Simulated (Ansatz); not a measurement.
# Decaying states in the gap of SrCaSO, part 2 of 3

Aim: relax a made-up compound, SrCaSO, and see how good a tunnel barrier it would be. It is built by putting O for part of the S in the SrCaS2 structure of space group P4/mmm, with the volume rescaled by atomic radii. The parent structure comes from the Materials Project.

Ansatz 0.2.0; LDA DFT, plane waves, PAW files (the session's first sound run).

So far. Step 2 (Cell and atoms at rest): The largest force component on a free atom ends at 3.6e-29 eV/Å.

The structure was built from a prototype and need not be the compound's stable phase.

## 3. Band edges

The energy window and the wavevectors of the next steps follow from the band edges, so these are searched first, off the mesh as well.

File input.yaml:

```yaml
crystal:
  lattice:
    - [3.7391333957, 0.0, 0.0]
    - [0.0, 3.7391333957, 0.0]
    - [0.0, 0.0, 5.5799772578]
  atoms:
    - { symbol: Sr, position: [0.0, 0.0, 0.0] }
    - { symbol: Ca, position: [0.5, 0.5, 0.5] }
    - { symbol: S, position: [0.0, 0.0, 0.5] }
    - { symbol: O, position: [0.5, 0.5, 0.0] }
kpoints:
  mp_grid: { grid: [6, 6, 4] }
  band_path: { path: [VBM, CBM], npoints: 30 }
scf:
  occupations: { method: fixed }
hamiltonian:
  xc: lda
output:
  eigenvalues: true
  write_potential: true
  write_density: true
  volumetric_format: npy
  elf: true
```

Run with:

```bash
$ ansatz run input.yaml --threads 2 --pin off --max-ram 4096MiB --backend cpu --events-out ev --progress --plain --runs-dir out
```

Numbers of over 12 decimals in the logs are rounded to 6 here.

Output:

```text
[...]
Crystal: 4 atoms, lattice volume = 78.014 Å³
Basis set: ecut = 420 eV, 1539 PW (Γ)
Bands: 20, of which v1, the nominal top of the filled ones, is band 16 counted from 1 (15 counted from 0)
Symmetry: 16 space group operations
[...]
k-points: 30 of 144
[...]
SCF iter   1: F=—  HF=-6648.787935 eV  |F-HF|=—  |Δ(HF+E_count)|=         —  Δρ=1.23e-2  dr2=1.24e-1  ethr=1.77e-3  ⟨swp⟩=5.1  Hψ=2810  notcnv=0  defer=45
[...]
SCF iter   7: F=-6648.761888 eV  HF=-6648.761888 eV  |F-HF|=5.89e-9  |Δ(HF+E_count)|=   9.87e-9  Δρ=4.60e-6  dr2=1.17e-8  ethr=3.13e-10  ⟨swp⟩=8.7  Hψ=3094  notcnv=0
SCF 1 converged in 7 iterations: F = -6648.761888 eV  dr2 = 1.17e-8
[...]
NSCF: frozen V_eff on 40 k-points
[...]
SCF converged after 7 iterations
Free energy (F): -6648.761888 eV
[...]
Internal energy: -6648.761888 eV  (E = F + TS)
E sigma→0 (E₀):  -6648.761888 eV
Fermi energy:    6.975938 eV
[...]
--- Band table (eV; the first three rows and the last of 30) ---
  k-point 0: bands = [... 12 lower, 6.3739, 6.8227, 6.9759, 6.9759, 8.9625, 10.4171, 11.5917, 11.5917]
  k-point 1: bands = [... 12 lower, 6.3333, 6.3333, 6.9174, 6.9174, 9.0823, 11.2880, 11.5195, 11.8749]
  k-point 2: bands = [... 12 lower, 6.2904, 6.2904, 6.8675, 6.8675, 9.2294, 11.1832, 11.8942, 12.1661]
  k-point 29: bands = [... 12 lower, 5.0286, 6.0278, 6.5063, 6.5063, 10.8145, 10.8145, 12.8550, 12.8550]
```

It took 3.6 s on 2 threads of Arm Neoverse V2, shared host; peak memory 0.33 GiB.

This step gave:

```
Fermi energy        : 6.976 eV
gap on the k-mesh   : 1.987 eV
gap on path         : 1.987 eV, by band count; negative where bands overlap
direct gap on path  : 1.987 eV
edge places on path : 0, 0 1/A along the path
```

Levels at VBM (eV): -1.72, -0.60, -0.60, -0.15, 0.00, 0.00, 1.99, 3.44, 4.62, 4.62.

ELF in the ac plane at fractional y = 0.000, with atoms of Sr and S within 0.2 Å of it. It is the smooth field of the valence electrons, not physical close to the nuclei.

Ten even steps from '_' (0.02) to '@' (0.86), each cell a mean:
```
::**@@@@++________..**@@@@++
%%@@@@%%--__________==@@@@@@
@@@@##==..__________..++%%@@
==--::________________..::==
........______________......
####**++==::____..::==****##
@@@@@@%%##==..__..++##@@@@@@
%%@@@@@@%%++..__::**@@@@@@@@
::++@@@@@@**::__--##@@@@%%==
__::%%@@@@**::..--##@@@@##..
..==%%@@@@**::__--##@@@@%%--
##%%@@@@%%++..__::##@@@@@@%%
@@@@@@@@##==..__::++%%@@@@@@
%%%%##**++::____..--++####%%
----::::..________....::::--
--::..__________________..::
%%%%**::______________==**%%
@@@@@@##::__________--%%@@@@
==##@@@@==________..**@@@@**
__==@@@@++________..##@@%%::
```
Columns run along a (3.7 Å), rows up along c (5.6 Å). Atoms in or near the plane, at fractional coordinates: Sr at (0.00, 0.00), S at (0.00, 0.50).

Electrostatic potential energy in the ac plane at fractional y = 0.000, with atoms of Sr and S within 0.2 Å of it. With pseudopotentials it is smooth inside the atoms' cores, unlike the true potential.

Ten even steps from '0' (-108 eV) to '9' (11 eV), each cell a mean:
```
00389999999720
23689999999853
77899999999987
99999999999999
99999999999999
99999999999999
89999999999998
67899999999987
66789999999866
76689999999767
76689999999866
66799999999876
88999999999998
99999999999999
99999999999999
99999999999999
78899999999988
35789999999864
00489999999730
00379999998610
```
Columns run along a (3.7 Å; values clipped at the 3rd and 97th percentile), rows up along c (5.6 Å). Atoms in or near the plane, at fractional coordinates: Sr at (0.00, 0.00), S at (0.00, 0.50).

Valence density in the ac plane at fractional y = 0.000, with atoms of Sr and S within 0.2 Å of it. It is the smooth field of the valence electrons, not physical close to the nuclei.

Ten even steps from '0' (0.0 e/Å³) to '9' (2.6 e/Å³), each cell a mean:
```
89831000001599
98520000000369
54200000000124
11000000000001
00000000000000
11000000000011
22110000000112
43310000001234
23421000001343
02431000001342
23421000001343
44321000001234
32210000000123
11100000000011
00000000000000
11000000000001
33100000000023
87410000000257
99831000001489
59941000001598
```
Columns run along a (3.7 Å), rows up along c (5.6 Å). Atoms in or near the plane, at fractional coordinates: Sr at (0.00, 0.00), S at (0.00, 0.50).

The searched edges give 1.99 eV, as on the mesh.

## 4. Decaying states in the gap, plane (001), k-mesh 6×6×4

This step: LDA DFT, plane waves, PAW files; complex bands by layer matching along the plane's normal (Ansatz 0.2.0).

The same crystal is laid in a cell whose first two vectors span the (001) plane (indices of the standard conventional cell, whose axes can be ordered otherwise than in the bulk input). At fixed energy and wavevector in the plane the solver finds all kz, real and complex. A few wavevectors are listed, (0, 0) and (0.5, 0) in units of the plane's reciprocal vectors; the slowest state needn't be among them.

File input.yaml:

```yaml
crystal:
  lattice:
    - [3.739133396, 0.0, 0.0]
    - [0.0, 3.739133396, 0.0]
    - [0.0, 0.0, 5.579977258]
  atoms:
    - { symbol: Sr, position: [0.0, 0.0, 0.0] }
    - { symbol: Ca, position: [0.5, 0.5, 0.5] }
    - { symbol: S, position: [0.0, 0.0, 0.5] }
    - { symbol: O, position: [0.5, 0.5, 0.0] }
kpoints:
  mp_grid: { grid: [6, 6, 4] }
scf:
  occupations: { method: fixed }
hamiltonian:
  xc: lda
output:
  eigenvalues: true
  transmission:
    leads: [[0, 0]]
    kpoints: [[0.0, 0.0], [0.5, 0.0]]
    e_range: [-1.0, 2.99]
    de: 0.08
```

Output:

```text
[...]
Crystal: 4 atoms, lattice volume = 78.014 Å³
Basis set: ecut = 420 eV, 1539 PW (Γ)
Bands: 20, of which v1, the nominal top of the filled ones, is band 16 counted from 1 (15 counted from 0)
Symmetry: 16 space group operations
[...]
k-points: 30 of 144
[...]
SCF iter   1: F=—  HF=-6648.787935 eV  |F-HF|=—  |Δ(HF+E_count)|=         —  Δρ=1.23e-2  dr2=1.24e-1  ethr=1.77e-3  ⟨swp⟩=5.1  Hψ=2810  notcnv=0  defer=45
[...]
SCF iter   7: F=-6648.761888 eV  HF=-6648.761888 eV  |F-HF|=5.88e-9  |Δ(HF+E_count)|=   9.90e-9  Δρ=4.60e-6  dr2=1.17e-8  ethr=3.13e-10  ⟨swp⟩=8.7  Hψ=3094  notcnv=0
SCF 1 converged in 7 iterations: F = -6648.761888 eV  dr2 = 1.17e-8
[...]
transmission: 10 of 20 steps passed
transmission: 20 of 20 steps passed
SCF converged after 7 iterations
Free energy (F): -6648.761888 eV
[...]
Internal energy: -6648.761888 eV  (E = F + TS)
E sigma→0 (E₀):  -6648.761888 eV
Fermi energy:    6.975938 eV
[...]
--- Band table (eV; the first three rows and the last of 30) ---
  k-point 0: bands = [... 12 lower, 6.3739, 6.8227, 6.9759, 6.9759, 8.9625, 10.4171, 11.5917, 11.5917]
  k-point 1: bands = [... 12 lower, 6.3333, 6.3333, 6.9174, 6.9174, 9.0823, 11.2880, 11.5195, 11.8749]
  k-point 2: bands = [... 12 lower, 6.2904, 6.2904, 6.8675, 6.8675, 9.2294, 11.1832, 11.8942, 12.1661]
  k-point 29: bands = [... 12 lower, 5.0286, 6.0278, 6.5063, 6.5063, 10.8145, 10.8145, 12.8550, 12.8550]
--- Transmission ---
  basis      : 121 plane waves across, 10 finite elements along
  points     : 2, as listed
  energies   : 50 from -1.000000 to 2.920000 eV about the Fermi level, 0.080000 eV apart; the leads are filled to 0.993289 eV, and channels, transmission and decay are at 1.000000 eV
  crystal 0  : Sr1O1Ca1S1, at the sites [0, 0], period 5.5800 Å: whole cells are its period
    offset         : up to 0.0000 Å between an atom of the period and one for which it stands
    channels       : 0.000000e0 a spin
    conductance    : none, the energies end too early or step too widely for 300 K: set another output.transmission.e_range or a lower de, or, where they end at an eighth of basis.ecutwfc, a higher one
    slowest decay  : 0.2096 /Å at (0.0000, 0.0000)
```

Elapsed: 9.7 s, on 2 threads; peak memory 0.38 GiB; 12 s of CPU time.

This step gave:

```
level to which the leads are filled                       : 0.9933 eV from the Fermi level
decay constant at the filling level, zone centre          : 0.2096 Å⁻¹
decay constant at the filling level, slowest listed point : 0.2096 Å⁻¹
```

K parallel (0, 0); values up to 1.5 1/Å, a degenerate pair printed once or twice; energies at which all values exceed this have no row. The Im kz of the slowest decaying states by energy, zero at the highest filled level on the SCF mesh:

```tsv
energy (eV)	decay 1 (Å⁻¹)	decay 2 (Å⁻¹)	decay 3 (Å⁻¹)	decay 4 (Å⁻¹)
-1.0000	0.330	0.493	0.911	1.03
-0.7600	0.293	0.374	0.824	0.990
-0.5200	0.332	0.408	0.689	0.952
-0.2800	0.435	0.454	0.601	0.912
-0.0400	0.0867	0.455	0.745	0.870
0.2800	0.155	0.381	0.476	0.809
0.5200	0.181	0.442	0.487	0.759
0.7600	0.198	0.474	0.496	0.704
1.0000	0.210	0.491	0.502	0.643
1.2400	0.216	0.500	0.505	0.571
1.4800	0.220	0.484	0.503	0.507
1.7200	0.219	0.366	0.501	0.506
1.9600	0.123	0.216	0.495	0.504
2.2800	0.0988	0.205	0.481	0.498
2.5200	0.192	0.260	0.467	0.491
2.7600	0.174	0.308	0.450	0.481
```

K parallel (0.5, 0); values up to 1.5 1/Å, a degenerate pair printed once or twice; energies at which all values exceed this have no row. Table of Im kz of the slowest decaying states by energy, zero at the highest filled level on the SCF mesh:

```tsv
energy (eV)	decay 1 (Å⁻¹)	decay 2 (Å⁻¹)	decay 3 (Å⁻¹)	decay 4 (Å⁻¹)
-1.0000	0.180	0.248	0.402	0.552
-0.7600	0.268	0.411	0.487	0.607
-0.5200	0.288	0.465	0.632	0.641
-0.2800	0.305	0.493	0.649	0.710
-0.0400	0.320	0.511	0.661	0.751
0.2800	0.336	0.523	0.670	0.776
0.5200	0.345	0.528	0.674	0.783
0.7600	0.353	0.529	0.675	0.785
1.0000	0.359	0.528	0.675	0.785
1.2400	0.364	0.524	0.672	0.782
1.4800	0.368	0.519	0.668	0.776
1.7200	0.370	0.511	0.662	0.768
1.9600	0.372	0.501	0.655	0.758
2.2800	0.373	0.486	0.644	0.741
2.5200	0.372	0.471	0.634	0.726
2.7600	0.371	0.455	0.623	0.708
```

At the listed wavevectors the last open channel is at -0.04 eV and the next at +2.04 eV on the grid. At +1.00 eV, the grid energy nearest the filling level (the middle of the gap on the SCF mesh), the slowest state at the listed wavevectors decays with κ = 0.210 Å⁻¹, its amplitude falling by e over 4.8 Å. Through 1 nm of this crystal that state's transmission falls by exp(−2 × 0.210 Å⁻¹ × 10 Å) = 0.015.

## 5. Decaying states in the gap, plane (110), k-mesh 4×8×8

The same for the (110) plane, at (0, 0) and (0.5, 0), to see how the decay depends on direction.

File input.yaml:

```yaml
crystal:
  lattice:
    - [5.579977258, 0.0, 0.0]
    - [0.0, 5.28793316, 0.0]
    - [0.0, 2.64396658, 2.64396658]
  atoms:
    - { symbol: Sr, position: [0.0, 0.0, 0.0] }
    - { symbol: Ca, position: [0.5, 0.5, 0.0] }
    - { symbol: S, position: [0.5, 0.0, 0.0] }
    - { symbol: O, position: [0.0, 0.5, 0.0] }
kpoints:
  mp_grid: { grid: [4, 8, 8] }
scf:
  occupations: { method: fixed }
hamiltonian:
  xc: lda
output:
  eigenvalues: true
  transmission:
    leads: [[0, 0]]
    kpoints: [[0.0, 0.0], [0.5, 0.0]]
    e_range: [-1.0, 2.99]
    de: 0.1
```

Output:

```text
[...]
Crystal: 4 atoms, lattice volume = 78.014 Å³
Basis set: ecut = 420 eV, 1539 PW (Γ)
Bands: 20, of which v1, the nominal top of the filled ones, is band 16 counted from 1 (15 counted from 0)
Symmetry: 16 space group operations
[...]
k-points: 45 of 256
[...]
SCF iter   1: F=—  HF=-6648.788928 eV  |F-HF|=—  |Δ(HF+E_count)|=         —  Δρ=1.22e-2  dr2=1.23e-1  ethr=1.77e-3  ⟨swp⟩=5.3  Hψ=4260  notcnv=0  defer=67
[...]
SCF iter   7: F=-6648.762634 eV  HF=-6648.762634 eV  |F-HF|=5.77e-9  |Δ(HF+E_count)|=   1.10e-8  Δρ=4.53e-6  dr2=1.08e-8  ethr=3.13e-10  ⟨swp⟩=8.3  Hψ=4593  notcnv=0
SCF 1 converged in 7 iterations: F = -6648.762634 eV  dr2 = 1.08e-8
[...]
transmission: 5 of 10 steps passed
transmission: 10 of 10 steps passed
SCF converged after 7 iterations
Free energy (F): -6648.762634 eV
[...]
Internal energy: -6648.762634 eV  (E = F + TS)
E sigma→0 (E₀):  -6648.762634 eV
Fermi energy:    6.975877 eV
[...]
--- Band table (eV; the first three rows and the last of 45) ---
  k-point 0: bands = [... 12 lower, 6.3731, 6.8225, 6.9759, 6.9759, 8.9626, 10.4170, 11.5918, 11.5918]
  k-point 1: bands = [... 12 lower, 5.8907, 6.3316, 6.6822, 6.8752, 9.9805, 10.9508, 11.0693, 12.1736]
  k-point 2: bands = [... 12 lower, 5.5368, 5.8599, 6.4834, 6.7497, 10.1210, 11.8240, 11.9608, 11.9857]
  k-point 44: bands = [... 12 lower, 5.1961, 5.6709, 5.9813, 6.0462, 12.2509, 12.8498, 13.1487, 13.1629]
--- Transmission ---
  basis      : 255 plane waves across, 5 finite elements along
  points     : 2, as listed
[...]
crystal 0  : Sr1Ca1S1O1, at the sites [0, 0], period 2.6440 Å: whole cells are its period
[...]
channels       : 0.000000e0 a spin
[...]
slowest decay  : 0.2164 /Å at (0.0000, 0.0000)
```

Elapsed: 32 s, on 2 threads; peak memory 0.6 GiB; 52 s of CPU time.

This step gave:

```
free energy                                               : -6648.7626 eV
decay constant at the filling level, zone centre          : 0.2164 Å⁻¹
decay constant at the filling level, slowest listed point : 0.2164 Å⁻¹
```

K parallel (0, 0); values up to 1.5 1/Å, a degenerate pair printed once or twice; energies at which all values exceed this have no row. Table of Im kz of the slowest decaying states by energy, zero at the highest filled level on the SCF mesh:

```tsv
energy (eV)	decay 1 (Å⁻¹)	decay 2 (Å⁻¹)	decay 3 (Å⁻¹)	decay 4 (Å⁻¹)
-1.00	0.348	0.603	0.728	0.884
-0.80	0.366	0.502	0.664	0.908
-0.60	0.0155	0.0191	0.0914	0.275
-0.40	0.124	0.148	0.156	0.394
-0.20	0.0684	0.173	0.194	0.214
0.00	0.0118	0.0256	0.174	0.209
0.20	0.122	0.228	0.232	0.239
0.40	0.162	0.239	0.264	0.265
0.60	0.187	0.240	0.273	0.284
0.80	0.204	0.235	0.269	0.301
1.00	0.216	0.225	0.260	0.315
1.10	0.217	0.221	0.254	0.321
1.30	0.199	0.229	0.237	0.331
1.50	0.173	0.215	0.233	0.338
1.70	0.137	0.186	0.236	0.344
1.90	0.0772	0.145	0.236	0.304
2.10	0.0772	0.159	0.234	0.348
2.30	0.230	0.347	0.369	0.471
2.50	0.222	0.343	0.368	0.460
2.70	0.211	0.336	0.366	0.446
2.90	0.194	0.327	0.362	0.430
```

K parallel (0, 0). Table of Re kz of states that move upwards by energy, zero at the highest filled level on the SCF mesh:

```tsv
energy (eV)	channel 1 (Å⁻¹)	channel 2 (Å⁻¹)	channel 3 (Å⁻¹)	channel 4 (Å⁻¹)	channel 5 (Å⁻¹)
-1.00	-0.452	-0.260	-0.185	0.740	0.877
-0.80	-0.355	-0.170	-0.127	0.845	0.989
-0.60	-0.281	0.932	-	-	-
-0.40	-0.437	-0.212	1.03	-	-
-0.20	-0.505	-0.158	-0.139	-	-
0.00	-	-	-	-	-
0.20	-	-	-	-	-
0.40	-	-	-	-	-
0.60	-	-	-	-	-
0.80	-	-	-	-	-
1.00	-	-	-	-	-
1.10	-	-	-	-	-
1.30	-	-	-	-	-
1.50	-	-	-	-	-
1.70	-	-	-	-	-
1.90	-	-	-	-	-
2.10	0.0906	-	-	-	-
2.30	-1.09	-0.981	0.154	-	-
2.50	-1.02	-0.852	0.201	-	-
2.70	-0.970	-0.758	0.242	-	-
2.90	-0.928	-0.680	0.279	-	-
```

K parallel (0.5, 0); values up to 1.5 1/Å, a degenerate pair printed once or twice; energies at which all values exceed this have no row. The Im kz of the slowest decaying states by energy, zero at the highest filled level on the SCF mesh:

```tsv
energy (eV)	decay 1 (Å⁻¹)	decay 2 (Å⁻¹)	decay 3 (Å⁻¹)	decay 4 (Å⁻¹)
-1.00	0.152	0.217	0.252	0.408
-0.80	0.263	0.427	0.433	0.594
-0.70	0.325	0.434	0.499	0.537
-0.50	0.141	0.148	0.288	0.390
-0.40	0.127	0.166	0.178	0.411
-0.20	0.200	0.217	0.238	0.442
-0.10	0.0362	0.0720	0.213	0.230
0.00	0.116	0.224	0.225	0.240
0.10	0.157	0.234	0.248	0.292
0.20	0.186	0.242	0.254	0.337
0.40	0.229	0.256	0.262	0.392
0.60	0.260	0.263	0.268	0.423
0.70	0.262	0.272	0.273	0.427
0.90	0.257	0.281	0.293	0.433
1.00	0.253	0.284	0.301	0.436
1.20	0.241	0.289	0.316	0.439
1.30	0.233	0.291	0.322	0.439
1.50	0.214	0.294	0.333	0.439
1.70	0.189	0.296	0.341	0.437
1.80	0.173	0.296	0.345	0.436
2.00	0.133	0.296	0.350	0.431
2.10	0.105	0.296	0.352	0.428
2.30	0.294	0.355	0.421	0.433
2.40	0.293	0.356	0.417	0.426
2.60	0.289	0.357	0.407	0.410
2.70	0.287	0.357	0.401	0.401
2.90	0.282	0.356	0.381	0.388
```

At the listed wavevectors the last open channel is at -0.10 eV and the next at +2.00 eV on the grid. At +1.00 eV, the grid energy nearest the filling level (the middle of the gap on the SCF mesh), the slowest state at the listed wavevectors decays with κ = 0.216 Å⁻¹, its amplitude falling by e over 4.6 Å; the first such run, plane (001), gave 0.210 Å⁻¹.

## 6. Band edges at another level, cutoff 1142.88 eV

This step: LDA DFT, plane waves, norm-conserving files (Ansatz 0.2.0).

The edges again with norm-conserving files, at the same atoms. Against that run the cutoff is 1143 eV against 420.

File input.yaml:

```yaml
crystal:
  lattice:
    - [3.7391333957, 0.0, 0.0]
    - [0.0, 3.7391333957, 0.0]
    - [0.0, 0.0, 5.5799772578]
  atoms:
    - { symbol: Sr, position: [0.0, 0.0, 0.0] }
    - { symbol: Ca, position: [0.5, 0.5, 0.5] }
    - { symbol: S, position: [0.0, 0.0, 0.5] }
    - { symbol: O, position: [0.5, 0.5, 0.0] }
kpoints:
  mp_grid: { grid: [6, 6, 4] }
  band_path: { path: [VBM, CBM], npoints: 30 }
scf:
  occupations: { method: fixed }
hamiltonian:
  xc: lda
  pseudopotentials: { kind: nc }
output:
  eigenvalues: true
```

Output:

```text
[...]
Crystal: 4 atoms, lattice volume = 78.014 Å³
Basis set: ecut = 1142.878222 eV, 6891 PW (Γ)
Bands: 20, of which v1, the nominal top of the filled ones, is band 16 counted from 1 (15 counted from 0)
Symmetry: 16 space group operations
[...]
k-points: 30 of 144
[...]
SCF iter   1: F=—  HF=-2744.712725 eV  |F-HF|=—  |Δ(HF+E_count)|=         —  Δρ=1.22e-1  dr2=1.34e1  ethr=3.10e-3  ⟨swp⟩=8.2  Hψ=4070  notcnv=0  defer=53
[...]
SCF iter  10: F=-2742.422329 eV  HF=-2742.422329 eV  |F-HF|=5.14e-8  |Δ(HF+E_count)|=   1.13e-7  Δρ=8.41e-6  dr2=6.24e-8  ethr=3.13e-10  ⟨swp⟩=13.3  Hψ=4284  notcnv=0
SCF 1 converged in 10 iterations: F = -2742.422329 eV  dr2 = 6.24e-8
[...]
SCF converged after 10 iterations
Free energy (F): -2742.422329 eV
[...]
Internal energy: -2742.422329 eV  (E = F + TS)
E sigma→0 (E₀):  -2742.422329 eV
Fermi energy:    7.059402 eV
[...]
--- Band table (eV; the first three rows and the last of 30) ---
  k-point 0: bands = [... 12 lower, 6.4563, 6.9044, 7.0594, 7.0594, 9.0486, 10.5050, 11.6760, 11.6760]
  k-point 1: bands = [... 12 lower, 6.4157, 6.4157, 7.0007, 7.0007, 9.1682, 11.3757, 11.6082, 11.9568]
  k-point 2: bands = [... 12 lower, 6.3729, 6.3729, 6.9511, 6.9511, 9.3149, 11.2727, 11.9760, 12.2566]
  k-point 29: bands = [... 12 lower, 5.1124, 6.1108, 6.5895, 6.5895, 10.8985, 10.8985, 12.9426, 12.9426]
```

Wall time 15 s (2 threads); peak memory 0.47 GiB; 30 s of CPU time.

Numbers from this step:

```yaml
free_energy: -2742.4223 eV
fermi_energy: 7.059 eV
gap_on_the_k_mesh: 1.989 eV
gap_on_path: 1.989 eV, by band count; negative where bands overlap
direct_gap_on_path: 1.989 eV
```

Levels at VBM (eV): -1.72, -0.60, -0.60, -0.15, 0.00, 0.00, 1.99, 3.45, 4.62, 4.62.

The searched edges give 1.99 eV, as on the mesh.

[end of part 2 of 3]

[Logs are printed without paths, hosts, clocks, repeated set-up lines and the standing remarks that a program may print on its own settings, such as how far it seeks lower states.]

[Hosts, paths, dates, database ids (printed as entryN), source tags and the programs' standing remarks are cut or masked in the printed files.]
